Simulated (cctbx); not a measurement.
**Interatomic vectors of TcAg2I6**

Space group P2_1/c (no. 14), a = 7.5790 Å, b = 7.7580 Å, c = 13.3070 Å, α = 90.00°, β = 123.64°, γ = 90.00°, content I12 Ag4 Tc2.

The data are simulated with cctbx, not measured: synchrotron X-rays, λ = 0.7749 Å, to d = 0.7 Å, 70 % of the full sphere, strongest reflection 40000 counts, noise from counting, a 6 % proportional error and a noise floor of 15 counts (s.d.); no absorption, some extinction.

Patterson synthesis, origin scaled to 1000:

```text
Patterson group P 1 2/m 1
      u       v       w   height  length (A)
  0.000   0.000   0.000   1000.0     0.00
  0.071   0.500   0.005    361.4     3.91
  0.000   0.073   0.500    291.2     6.68
  0.000   0.500   0.500    284.0     7.70
  0.466   0.000   0.458    248.9     5.07
  0.035   0.264   0.778    219.7     3.72
  0.508   0.265   0.235    217.1     6.39
  0.489   0.193   0.261    201.7     3.71
  0.043   0.189   0.279    187.3     3.83
  0.191   0.000   0.236    175.9     2.63
  0.191   0.500   0.737    171.8     5.92
  0.500   0.500   0.000    161.8     5.42
  0.406   0.500   0.466    155.4     6.47
  0.451   0.000   0.987    147.5     3.52
```

**Question.** Which atom pairs make the peaks, and where is the heaviest atom?

A peak at u stands for all pairs with xi − xj = u, with weight Σ ZiZj against Σ Z² = 46242 at the origin. Peak heights follow these weights only roughly, since form factors, motion and series ripples differ, all vectors within 0.55 Å of a peak are counted as merged into it though the farther ones add only part of their weight, and F(000) is left out, which lowers the whole map:

| u | v | w | shortest length (Å) | height | 1000 ΣZiZj/ΣZ² | pairs in the cell |
| --- | --- | --- | --- | --- | --- | --- |
| 0.071 | 0.500 | 0.005 | 3.91 | 361 | 458 | 4 × I–I, 4 × I–Ag |
| 0.000 | 0.073 | 0.500 | 6.68 | 291 | 458 | 4 × I–I, 4 × I–Ag |
| 0.000 | 0.500 | 0.500 | 7.70 | 284 | 323 | 4 × I–I, 2 × Tc–Tc |
| 0.466 | 0.000 | 0.458 | 5.08 | 249 | 243 | 4 × I–I |
| 0.035 | 0.264 | 0.778 | 3.72 | 220 | 337 | 4 × I–Ag, 2 × I–I |
| 0.508 | 0.265 | 0.235 | 3.94 | 217 | 337 | 4 × I–Ag, 2 × I–I |
| 0.489 | 0.193 | 0.261 | 3.71 | 202 | 229 | 2 × I–I, 2 × I–Ag |
| 0.043 | 0.189 | 0.279 | 3.83 | 187 | 229 | 2 × I–I, 2 × I–Ag |
| 0.191 | 0.000 | 0.236 | 2.63 | 176 | 197 | 4 × I–Tc |
| 0.191 | 0.500 | 0.737 | 5.92 | 172 | 197 | 4 × I–Tc |

The table stops at ten peaks or at a height of 45, below which ripples compete. In the model behind the data I, the heaviest element, has 3 independent sites: (0.1907, 0.4886, 0.7357), (0.2293, 0.2870, 0.0208) and (0.6951, 0.2922, 0.4793), up to an allowed shift of origin; the I–I vectors are differences of these positions and their symmetry mates. Elements of similar Z can't be told apart from the map alone. The whole model:

```csv
atom,mult.,x,y,z,Ueq (Å²)
I1,4,0.1907,0.4886,0.7357,0.0056
I2,4,0.2293,0.2870,0.0208,0.0059
I3,4,0.6951,0.2922,0.4793,0.0045
Ag1,4,0.7443,0.0380,0.2485,0.0067
Tc1,2,0,1/2,1/2,0.0043
```

The model is made up (kin elements in a known structure type, no relaxation), so it says nothing on whether the phase exists.

[Logs are printed without paths, hosts, clocks, repeated set-up lines and the standing remarks that a program may print on its own settings, such as how far it seeks lower states.]
